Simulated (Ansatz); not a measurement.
## Stack of 1T-HfS2 under 1T-MnSeTe, unshifted in a perpendicular field

Wanted: the out-of-plane response of the stack of 1T-HfS2 under 1T-MnSeTe, unshifted. A positive field points along +c.

Method: plane-wave DFT, PBE-D3(BJ), Ansatz PAW, in Ansatz 0.2.0.

Report form: the programs' logs are mostly left out.

### Step 1. The structure

The cell holds 6 atoms: 2 S, 1 Hf, 1 Te, 1 Mn and 1 Se. Cell: a = 3.639 Å, b = 3.639 Å, c = 27.282 Å, α = 90.0°, β = 90.0°, γ = 120.0°. Regions: layer 1: 1T-HfS2, 3 atoms (2 S and 1 Hf); layer 2: 1T-MnSeTe, 3 atoms (1 Te, 1 Mn and 1 Se). Vacuum lies along c.

### Step 2. Relaxation

The starting cell is a guess, so the in-plane lattice and the atoms are relaxed first, with the slab cut off from its images along the normal. The program lengthens the vector along the normal by itself, so c and the volume that it reports differ from the typed ones.

Contents of input.yaml:

```yaml
crystal:
  lattice:
    - [3.63863825, 0.0, 0.0]
    - [-1.819319125, 3.1511531597, 0.0]
    - [0.0, 0.0, 27.2824165214]
  atoms:
    - { symbol: S, position: [0.6666666667, 0.3333333333, 0.3298828017] }
    - { symbol: Hf, position: [0.0, 0.0, 0.3887514725] }
    - { symbol: S, position: [0.3333333333, 0.6666666667, 0.4476201432] }
    - { symbol: Te, position: [0.6666666667, 0.3333333333, 0.5630791238] }
    - { symbol: Mn, position: [0.0, 0.0, 0.622384157], spin: 4.0 }
    - { symbol: Se, position: [0.3333333333, 0.6666666667, 0.6701171983] }
  periodic: [true, true, false]
magnetization:
  spin_polarized: true
kpoints:
  mp_grid: { grid: [12, 12, 1] }
hamiltonian:
  xc: pbe
  dispersion: d3bj
scf:
  occupations: { method: fermi_dirac, width: 0.05 }
  convergence: { dr2_threshold: 1.0e-09 }
relax:
  f_tol: 0.004
  max_steps: 90
  cell: {}
output:
  write_potential: true
  write_density: true
  volumetric_format: npy
```

The run is started by

```sh
> ansatz run input.yaml --threads 4 --pin off --max-ram 6144MiB --backend cpu --events-out ev --progress --plain --runs-dir out
```

Wall time 7.7 min (4 threads of Arm Neoverse V2, shared host); peak memory 1.5 GiB.

The steps of the relaxation:

```csv
step,energy less that of the first step (eV),largest force component (eV/Å),volume (Å³)
1,0.0000,1.7686,485.75
2,-0.3714,3.3168,482.64
3,0.2280,2.6444,482.90
4,-0.3626,0.8407,485.37
5,-0.4239,0.5230,484.86
6,-0.4424,0.6467,478.69
7,-0.4517,0.4304,478.39
8,-0.4428,1.5031,478.70
9,-0.4548,0.2496,479.82
10,-0.4558,0.0906,479.55
11,-0.4559,0.0308,479.16
12,-0.4559,0.0223,478.98
13,-0.4559,0.0189,478.93
14,-0.4560,0.0179,478.88
15,-0.4560,0.0085,478.91
16,-0.4560,0.0009,479.03
17*,-0.4557,0.0009,479.03
```

Relaxation steps marked * repeat the geometry before them on a plane-wave basis chosen anew for their cell, so energy and pressure can jump there. Relaxation steps 3, 4, 8 were tried and not accepted.

Forces are held to the 6 operations that the run works with; a distortion that breaks them can't arise in this run.

```csv
cell as run,before,after,change
a (Å),3.639,3.613,-0.7 %
b (Å),3.639,3.613,-0.7 %
```

The atoms that moved most (Å, along periodic axes as changes of fractional coordinates times the final cell, across vacuum about the mean position):

```csv
atom,dx,dy,dz,length
S1,0.000,0.000,0.207,0.207
Te4,0.000,0.000,-0.154,0.154
S3,0.000,0.000,-0.083,0.083
Hf2,0.000,0.000,0.054,0.054
Mn5,0.000,0.000,-0.038,0.038
Se6,0.000,0.000,0.014,0.014
```

Final coordinates:

```xyz
6
Lattice="3.6134 0.0000 0.0000 -1.8067 3.1293 0.0000 0.0000 0.0000 42.3648" Properties=species:S:1:pos:R:3
S     1.8067    1.0431    9.2071
Hf    0.0000    0.0000   10.6601
S     0.0000    2.0862   12.1291
Te    1.8067    1.0431   15.2085
Mn    0.0000    0.0000   16.9418
Se    0.0000    2.0862   18.2964
```

This step gave:

| Quantity | Value |
| --- | --- |
| energy at zero smearing | -33880.9820 eV |
| total moment | 2.898 μB |
| site moments | -3.09e-4, 0.001928, -0.001802, -0.1091, 2.956, -0.06751 μB |

Site moment by atom:

```csv
atom,site moment (μB)
S1,0.00
Hf2,0.00
S3,0.00
Te4,-0.11
Mn5,2.96
Se6,-0.07
```

The lattice constant a goes from 3.639 to 3.613 Å.

### Step 3. Atoms held, field 0

A sawtooth potential applies the field, turning back in the middle of the vacuum. With the dipole correction the typed value is the field outside the slab. The induced dipole is small, so the SCF threshold is tight.

The cell differs from the one that the last finished run ended in (c 42.365 → 27.089 Å).

Contents of input.yaml:

```yaml
crystal:
  lattice:
    - [3.6133631424, 0.0, 0.0]
    - [-1.8066815712, 3.1292642745, 0.0]
    - [0.0, 0.0, 27.0892881278]
  atoms:
    - { symbol: S, position: [0.6666666667, 0.3333333333, 0.3322346441] }
    - { symbol: Hf, position: [0.0, 0.0, 0.3858735458] }
    - { symbol: S, position: [0.3333333333, 0.6666666667, 0.440099545] }
    - { symbol: Te, position: [0.6666666667, 0.3333333333, 0.5537745825], spin: -0.11 }
    - { symbol: Mn, position: [0.0, 0.0, 0.6177615762], spin: 2.96 }
    - { symbol: Se, position: [0.3333333333, 0.6666666667, 0.6677653559], spin: -0.07 }
magnetization:
  spin_polarized: true
kpoints:
  mp_grid: { grid: [18, 18, 1] }
  band_path:
    path: [[0, 0, 0], [0.5, 0, 0], [0.33333333, 0.33333333, 0], [0, 0, 0]]
    npoints: 16
hamiltonian:
  xc: pbe
  dispersion: d3bj
scf:
  occupations: { method: fermi_dirac, width: 0.05 }
  convergence: { dr2_threshold: 1.0e-10 }
efield:
  axis: 3
  dipole_correction: true
  ramp_position: 0.97
  ramp_width: 0.06
  amplitude: 0
output:
  dos: { projected: true, e_range: [-6, 5] }
  bader: true
  write_potential: true
  write_density: true
  volumetric_format: npy
  elf: true
```

It took 76 s on 4 threads; peak memory 1.6 GiB.

Numbers from this step:

| Property | Result |
| --- | --- |
| total moment | 2.930 μB |
| site moments | -2.98e-4, 0.001765, -0.001778, -0.1051, 2.969, -0.06137 μB |
| work function, upper face | 5.096 eV |
| work function, lower face | 5.159 eV |
| dipole along the normal | 0.003931 e·Å |
| step between the vacuum levels | -0.06292 eV |

Running mean over a fixed 2.7 Å (it still follows the layers) of the planar mean; the ramp of the sawtooth is left out. Table of electron's electrostatic potential energy less the Fermi level by z:

```csv
z (Å),electron's electrostatic potential energy less the Fermi level (eV)
3.5,5.16
4.0,5.16
4.5,5.16
5.0,5.16
5.5,5.15
6.0,5.13
6.5,5.04
7.0,4.55
7.5,3.01
8.0,0.865
8.5,-1.44
9.0,-4.19
9.5,-6.91
10.0,-8.24
10.5,-8.48
11.0,-8.16
11.5,-6.57
12.0,-3.88
12.5,-1.58
13.0,-0.374
13.5,0.343
14.0,0.678
14.5,-0.563
15.0,-2.11
15.5,-3.86
16.0,-4.79
16.5,-5.69
17.0,-5.83
17.5,-5.40
18.0,-3.61
18.5,-1.21
19.0,0.864
19.5,2.58
20.0,4.05
20.5,4.85
21.0,5.04
21.5,5.08
22.0,5.09
22.5,5.10
23.0,5.10
23.5,5.10
```

The density of states has structure finer than the step of the table below, so its rows give means over 0.2 eV, whole bins alone (the curve runs from -6 to 1.99 eV). Peaks (eV: height): total -4.73: 17.1, -4.65: 13.6, -3.71: 14.1, -3.57: 18.8, -2.50: 12.2, 0.86: 11.8, 1.09: 13.4; up -4.73: 13.8, -4.65: 5.59, -3.71: 8.73, -3.63: 8.31, -3.57: 11.7, -3.49: 8.03, -2.50: 6.47; down -4.65: 8.03, -3.66: 5.79, -3.57: 7.10, -2.50: 5.77, 0.86: 8.95, 1.00: 8.74, 1.09: 10.7.

The density of states by energy, zero at the Fermi level; means over each step; values in states/eV a cell:

```csv
energy (eV),total,up,down
-5.8,1.36,0.829,0.535
-5.6,2.20,1.35,0.860
-5.4,3.26,1.69,1.57
-5.2,3.79,2.08,1.71
-5.0,3.24,1.55,1.69
-4.8,5.70,3.94,1.76
-4.6,6.79,2.95,3.84
-4.4,5.39,3.07,2.31
-4.2,4.76,2.32,2.44
-4.0,4.60,2.47,2.13
-3.8,7.51,4.11,3.40
-3.6,12.0,7.12,4.89
-3.4,5.96,3.95,2.01
-3.2,4.02,2.02,2.00
-3.0,6.44,3.27,3.17
-2.8,7.51,4.16,3.36
-2.6,7.64,3.89,3.74
-2.4,8.52,4.49,4.02
-2.2,5.81,3.06,2.75
-2.0,5.81,2.96,2.86
-1.8,4.55,2.45,2.10
-1.6,3.05,1.63,1.42
-1.4,3.40,1.94,1.46
-1.2,2.45,1.30,1.15
-1.0,2.42,1.17,1.25
-0.8,1.68,1.21,0.466
-0.6,1.01,0.698,0.311
-0.4,0.756,0.531,0.225
-0.2,0.540,0.361,0.179
0.0,1.98,1.24,0.737
0.2,3.49,1.80,1.69
0.4,4.88,1.68,3.20
0.6,3.63,1.89,1.74
0.8,6.82,3.19,3.63
1.0,7.75,1.93,5.82
1.2,5.52,1.99,3.53
1.4,3.00,1.61,1.40
1.6,3.59,1.02,2.58
1.8,3.34,0.974,2.36
```

Projected DOS per atom over height of the atomic layer and energy from the Fermi level. Layers: S Hf S Te Mn Se from below.

Ten even steps from '0' (0.00 states/eV) to '9' (3.57 states/eV), each cell a mean:
```
020121
030121
030291
030261
020151
010011
000000
000101
000211
000322
202322
303252
303283
302362
312121
556163
211122
211223
324212
112211
112100
011000
```
Columns: height of the atomic layer (Å) from 9 to 18.1 (not evenly spaced); rows upwards: energy from the Fermi level (eV) from -5.96 to 1.96.

Projected DOS per atom, spin up over height of the atomic layer and energy from the Fermi level. Layers: S Hf S Te Mn Se from below.

Ten even steps from '_' (0.00 states/eV) to '@' (2.34 states/eV), each cell a mean:
```
__..________
__::__..____
__::__::....
__::__::::::
__..__......
________....
____________
______..__..
______......
______::::::
..__..::--::
::__::..++__
--__::..%%__
::__....%%..
::..::__--..
==--==..@@--
......__::..
::......::::
::..::::..::
............
........____
____________
```
Columns: height of the atomic layer (Å) from 9 to 18.1 (not evenly spaced); rows upwards: energy from the Fermi level (eV) from -5.96 to 1.96.

Projected DOS per atom, spin down over height of the atomic layer and energy from the Fermi level. Layers: S Hf S Te Mn Se from below.

Ten even steps from '0' (0.00 states/eV) to '9' (3.27 states/eV), each cell a mean:
```
010031
010020
020190
010040
010040
000010
000000
000000
000100
000100
101201
101111
201123
101112
101001
323001
111101
100102
112101
001100
001000
000000
```
Columns: height of the atomic layer (Å) from 9 to 18.1 (not evenly spaced); rows upwards: energy from the Fermi level (eV) from -5.96 to 1.96.

Deep bands are left out, so band numbers here count from the lowest band kept and differ from the log's. The electronic bands at the labelled points (eV, zero at the Fermi level; # counts the bands kept):

```csv
point,up #14,up #15,up #16,up #17,down #11,down #12,down #13,down #14
Γ,0.54,0.54,0.88,0.88,0.15,0.15,0.69,0.69
halfway,-1.00,-0.31,0.23,0.50,-1.15,-0.85,0.21,0.43
M,-1.93,-1.39,-0.03,0.83,-1.97,-1.30,-0.03,0.00
halfway,-1.93,-1.53,0.29,0.73,-2.20,-2.12,0.47,0.82
K,-1.86,-1.71,0.00,0.73,-2.29,-2.25,0.76,0.89
halfway,-1.40,-0.62,0.45,0.81,-1.67,-1.22,0.47,0.90
Γ,0.54,0.54,0.88,0.88,0.15,0.15,0.69,0.69
```

Spin density in the ca plane at fractional y = 0.000, with atoms of Hf and Mn within 0.2 Å of it.

Values in e/Å³, 5 rows by 16 columns, each cell a mean:
```
0.0 0.0 0.0 0.0 0.0 0.0 0.1 1.6 0.1 0.0 0.0 0.0 0.0 0.0 0.0 0.0
0.0 0.0 0.0 0.0 0.0 0.0 0.0 0.1 0.0 0.0 0.0 0.0 0.0 0.0 0.0 0.0
0.0 0.0 0.0 0.0 0.0 0.0 0.0 0.0 0.0 0.0 0.0 0.0 0.0 0.0 0.0 0.0
0.0 0.0 0.0 0.0 0.0 0.0 0.0 0.2 0.0 0.0 0.0 0.0 0.0 0.0 0.0 0.0
0.0 0.0 0.0 0.0 0.0 0.0 0.2 2.6 0.2 0.0 0.0 0.0 0.0 0.0 0.0 0.0
```
Columns run along c (16.0 Å, from fractional 0.35 to 0.94 of the cell), rows up along a (3.6 Å). Atoms in or near the plane, at fractional coordinates: Hf at (0.39, 0.00), Mn at (0.62, 0.00).

Valence density in the ca plane at fractional y = 0.000, with atoms of Hf and Mn within 0.2 Å of it. It is the smooth field of the valence electrons, not physical close to the nuclei.

Values in e/Å³, 5 rows by 16 columns, each cell a mean:
```
 4 10  0  0  0  0  1  8  1  0  0  0  0  0  0  0
 0  0  0  0  0  0  0  0  0  0  0  0  0  0  0  0
 0  0  0  0  0  0  0  0  0  0  0  0  0  0  0  0
 1  1  0  0  0  0  0  1  0  0  0  0  0  0  0  0
 6 15  0  0  0  0  1 12  1  0  0  0  0  0  0  0
```
Columns run along c (16.0 Å, from fractional 0.35 to 0.94 of the cell), rows up along a (3.6 Å). Atoms in or near the plane, at fractional coordinates: Hf at (0.39, 0.00), Mn at (0.62, 0.00).

ELF in the ca plane at fractional y = 0.000, with atoms of Hf and Mn within 0.2 Å of it. It is the smooth field of the valence electrons, not physical close to the nuclei.

Ten even steps from '0' (0.00) to '9' (0.87), each cell a mean:
```
27999510000000122136983111000000000000000000
13675223310012345423432343210000000000000000
52111367641025666642124676532000000000000000
85213788861037766653236788764200000000000000
86324789862047665653246788864200000000000000
74112588751036666652236777753100000000000000
32343246520014556532223555321000000000000000
15898312100001233225652222100000000000000000
28999610000000011137994110000000000000000000
```
Columns run along c (16.0 Å, from fractional 0.35 to 0.94 of the cell), rows up along a (3.6 Å). Atoms in or near the plane, at fractional coordinates: Hf at (0.39, 0.00), Mn at (0.62, 0.00).

The work function of the upper face is 5.10 eV.

### Step 4. Single point, field 0.1 V/Å

Edit input.yaml of step 3 so:

```diff
@@ -30,6 +30,4 @@
   ramp_width: 0.06
-  amplitude: 0
+  amplitude: 0.1
 output:
-  dos: { projected: true, e_range: [-6, 5] }
-  bader: true
   write_potential: true
@@ -37,2 +35 @@
   volumetric_format: npy
-  elf: true
```

It took 63 s on 4 threads; peak memory 1.6 GiB.

The dipole is 0.0731 e·Å, 0.0692 e·Å from its value without field.

### Step 5. Single point, field -0.1 V/Å

Edit input.yaml of step 4 so:

```diff
@@ -30,3 +30,3 @@
   ramp_width: 0.06
-  amplitude: 0.1
+  amplitude: -0.1
 output:
```

The job ended after 63 s (4 threads; peak memory 1.6 GiB).

The dipole is -0.0653 e·Å, -0.0692 e·Å from its value without field.

### Step 6. Single point, field 0.5 V/Å

Edit input.yaml of step 5 so:

```diff
@@ -30,3 +30,3 @@
   ramp_width: 0.06
-  amplitude: -0.1
+  amplitude: 0.5
 output:
```

It took 66 s on 4 threads; peak memory 1.6 GiB; 4.3 min of CPU time.

The dipole is 0.350 e·Å, 0.346 e·Å from its value without field.

### Step 7. Single point, field -0.3 V/Å

Edit input.yaml of step 6 so:

```diff
@@ -30,4 +30,6 @@
   ramp_width: 0.06
-  amplitude: 0.5
+  amplitude: -0.3
 output:
+  dos: { projected: true, e_range: [-6, 5] }
+  bader: true
   write_potential: true
@@ -35 +37,2 @@
   volumetric_format: npy
+  elf: true
```

Elapsed: 78 s, on 4 threads; peak memory 1.6 GiB.

The dipole is -0.204 e·Å, -0.208 e·Å from its value without field.

### Step 8. Response, atoms held

This step: plane-wave DFT, PBE-D3(BJ), Ansatz PAW; response to a field along the normal, atoms held (Ansatz 0.2.0).

The dipoles give the slope, and the difference of two potentials shows where the field is screened.

This step gave:

* equivalent conductor thickness p/(ε₀AE): 11.08 Å
* distance between the outer atoms: 9.089 Å

Dipole of the cell against applied field:

```csv
applied field (V/Å),dipole of the cell (e·Å)
-0.300,-0.204
-0.100,-0.0653
0.000,0.00393
0.100,0.0731
0.500,0.350
```

Table of total moment by applied field:

```csv
applied field (V/Å),total moment (μB)
-0.300,2.94
-0.100,2.93
0.000,2.93
0.100,2.93
0.500,2.91
```

Local field over the applied field, running mean. From the potentials at -0.1 and 0.1 V/Å; running mean over 2.5 Å. Local field over applied field against z:

z (Å), local field over applied field and a bar:
```
        5      0.998 ##############################
        6      0.978 #############################
        7      0.845 #########################
        8      0.522 ################
        9      0.189 #####
       10      0.053 #
       11      0.024 #
       12      0.016 
       13      0.011 
       14      0.016 
       15      0.009 
       16      0.007 
       17      0.013 
       18      0.114 ###
       19      0.420 ############
       20      0.765 #######################
       21      0.955 #############################
       22      0.994 ##############################
```

Electrons, planar mean, per unit field. Table of induced electron density by z:

```csv
z (Å),induced electron density (e/Å³ per V/Å)
5,8.8e-6
6,9.6e-5
7,8.4e-4
8,0.00361
9,6.9e-4
10,-4.6e-4
11,3.7e-4
12,-2.5e-5
13,-1.4e-4
14,1.7e-4
15,-6.9e-5
16,-7.7e-5
17,2.5e-4
18,-6.8e-4
19,-0.00346
20,-0.00140
21,-2.2e-4
22,-2.7e-5
```

By hand: between -0.1 and 0.1 V/Å the dipole changes by 0.1384 e·Å, a slope of 0.6921 e·Å²/V. A perfect conductor of thickness t has p = ε₀AEt, so t = 180.95 × 0.6921 / 11.307 = 11.08 Å (e/ε₀ = 180.95 V·Å, A in Å²).

The induced dipole is that of a conductor 11.08 Å thick.

### Step 9. A changed input

This step: plane-wave DFT, PBE-D3(BJ), Ansatz PAW (Ansatz 0.2.0).

A run with a changed input: it repeats the earlier run at 0.1 V/Å with efield.dipole_correction from true to false.

Edit input.yaml of step 7 so:

```diff
@@ -27,9 +27,7 @@
   axis: 3
-  dipole_correction: true
+  dipole_correction: false
   ramp_position: 0.97
   ramp_width: 0.06
-  amplitude: -0.3
+  amplitude: 0.1
 output:
-  dos: { projected: true, e_range: [-6, 5] }
-  bader: true
   write_potential: true
@@ -37,2 +35 @@
   volumetric_format: npy
-  elf: true
```

It took 62 s on 4 threads; peak memory 1.6 GiB; 4.1 min of CPU time.

```csv
quantity,this run,earlier run,difference
dipole along the normal (e·Å),0.1237,0.07314,0.051
total moment (μB),2.923,2.926,-0.0026
```

With the dipole correction off, the periodic images add a field of their own to the typed one.

What moves beyond 0.01 in its unit (for the dipole 0.5 % and 5e-5 e·Å): dipole along the normal (+0.0506 e·Å).

These numbers are not those of the isolated slab.

### Step 10. Varying the input

Another changed input: it repeats the earlier run at 0.1 V/Å with efield.amplitude from 0.1 to 0.3 and efield.dipole_correction from true to false.

Edit input.yaml of step 9 so:

```diff
@@ -30,3 +30,3 @@
   ramp_width: 0.06
-  amplitude: 0.1
+  amplitude: 0.3
 output:
```

The job ended after 67 s (4 threads; peak memory 1.6 GiB).

```csv
quantity,this run,earlier run,difference
dipole along the normal (e·Å),0.3581,0.07314,0.28
total moment (μB),2.912,2.926,-0.014
```

The applied field differs, and the slope found earlier predicts a dipole of 0.212 e·Å; this run gives 0.358 e·Å, 0.15 e·Å more.

With the dipole correction off, the periodic images add a field of their own to the typed one.

These numbers are not those of the isolated slab.

### Step 11. Results

```yaml
gap_without_field: none
work_function_upper_face: 5.10 eV
step_between_the_vacuum_levels: -0.0629 eV
equivalent_conductor_thickness_atoms_held: 11.1 Å
```

The induced dipole equals that of a perfect conductor 11.08 Å thick, while the outer atoms lie 9.09 Å apart. The two faces differ: the vacuum level above lies 0.06 eV lower than the one below. There is no gap over 0.03 eV, with or without the field. For an open d or f shell that can be the fault of a semilocal functional without a Hubbard term. The magnetic order is the one reached from the typed start; other orders were not compared. Spin-orbit coupling is left out, which matters for the bands of elements this heavy.

[Logs are printed without paths, hosts, clocks, repeated set-up lines and the standing remarks that a program may print on its own settings, such as how far it seeks lower states.]

[Hosts, paths, dates, database ids (printed as entryN), source tags and the programs' standing remarks are cut or masked in the printed files.]

[Maps of the electrostatic potential energy from Ansatz leave out the sawtooth potential of an applied field or a dipole correction, so their vacuum need not be flat; planar profiles and work functions include it.]

[The density of states shown here was stored with 400 of the rows of the run's finer table, so its peaks can read low, often by over a quarter, or be missed, and its means over a window can be off by a tenth or more.]
